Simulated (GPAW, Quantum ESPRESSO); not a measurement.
Consider Sb (Antimony, Pm-3m).

```
CELL_PARAMETERS angstrom
3.16000 0.00000 0.00000
0.00000 3.16000 0.00000
0.00000 0.00000 3.16000
ATOMIC_POSITIONS crystal
Sb 0.00000 0.00000 0.00000
```

Absorber: atom 1, with 6 Sb at 3.16 Å (octahedral, site symmetry m-3m). Method: Quantum ESPRESSO XSpectra, LDA, excited-electron core hole (neutral cell), 9-atom cell with 7.1 Å between holes, 4×4×4 k points, dipole transitions, Lorentzian half width 4.58 eV (not a setting of the program: the run's 0.4 eV curve was folded afterwards with a further Lorentzian).

This is not the structure that Sb takes at ambient pressure and room temperature (space group No. 166); it is a model or a phase of other conditions.

**Question.** What does the Sb K edge look like?

Main maxima up to 30 eV above the zero (height): 3.3 eV (1.14) and 21.5 eV (1.04). A K edge sees empty p states on the absorber. 

The Sb K spectrum (energy from the energy zero of the input (xe0, at the border of filled and empty states); intensity scaled to a mean of 1 over the first 20 eV; folded afterwards to Lorentzian half width 4.58 eV; the points at xe0, where the cut of filled states can leave a spike, are interpolated):

| E (eV) | intensity |
| --- | --- |
| -2.0 | 0.65 |
| -1.4 | 0.72 |
| -0.8 | 0.80 |
| -0.2 | 0.88 |
| 0.4 | 0.95 |
| 1.0 | 1.02 |
| 1.6 | 1.07 |
| 2.2 | 1.11 |
| 2.8 | 1.13 |
| 3.4 | 1.14 |
| 4.0 | 1.13 |
| 4.6 | 1.11 |
| 5.2 | 1.08 |
| 5.8 | 1.05 |
| 6.4 | 1.02 |
| 7.0 | 0.99 |
| 7.6 | 0.97 |
| 8.2 | 0.95 |
| 8.8 | 0.94 |
| 9.4 | 0.93 |
| 10.0 | 0.93 |
| 10.6 | 0.93 |
| 11.2 | 0.93 |
| 11.8 | 0.93 |
| 12.4 | 0.93 |
| 13.0 | 0.94 |
| 13.6 | 0.94 |
| 14.2 | 0.95 |
| 14.8 | 0.96 |
| 15.4 | 0.97 |
| 16.0 | 0.97 |
| 16.6 | 0.98 |
| 17.2 | 0.99 |
| 17.8 | 1.00 |
| 18.4 | 1.01 |
| 19.0 | 1.02 |
| 19.6 | 1.03 |
| 20.2 | 1.04 |
| 20.8 | 1.04 |
| 21.4 | 1.04 |
| 22.0 | 1.04 |
| 22.6 | 1.04 |
| 23.2 | 1.03 |
| 23.8 | 1.02 |
| 24.4 | 1.01 |
| 25.0 | 1.00 |
| 25.6 | 0.99 |
| 26.2 | 0.98 |
| 26.8 | 0.96 |
| 27.4 | 0.95 |
| 28.0 | 0.95 |
| 28.6 | 0.94 |
| 29.2 | 0.93 |
| 29.8 | 0.93 |
| 30.4 | 0.92 |
| 31.0 | 0.92 |
| 31.6 | 0.92 |

The structure is a published determination, not relaxed.

[Banner, clock and machine lines of the logs are left out without a mark of their own.]

[Logs are printed without paths, hosts, clocks, repeated set-up lines and the standing remarks that a program may print on its own settings, such as how far it seeks lower states.]

[Hosts, paths, dates, database ids (printed as entryN), source tags and the programs' standing remarks are cut or masked in the printed files.]

[Lists of maxima count a maximum above −3 eV only where it reaches 4 % of the highest in the window and stands out from its surroundings by 2 % of it (1.5 % where it reaches 55 %); shoulders and weaker maxima are passed over, and of the rest the first, up to two pre-edge ones and the few strongest are named.]
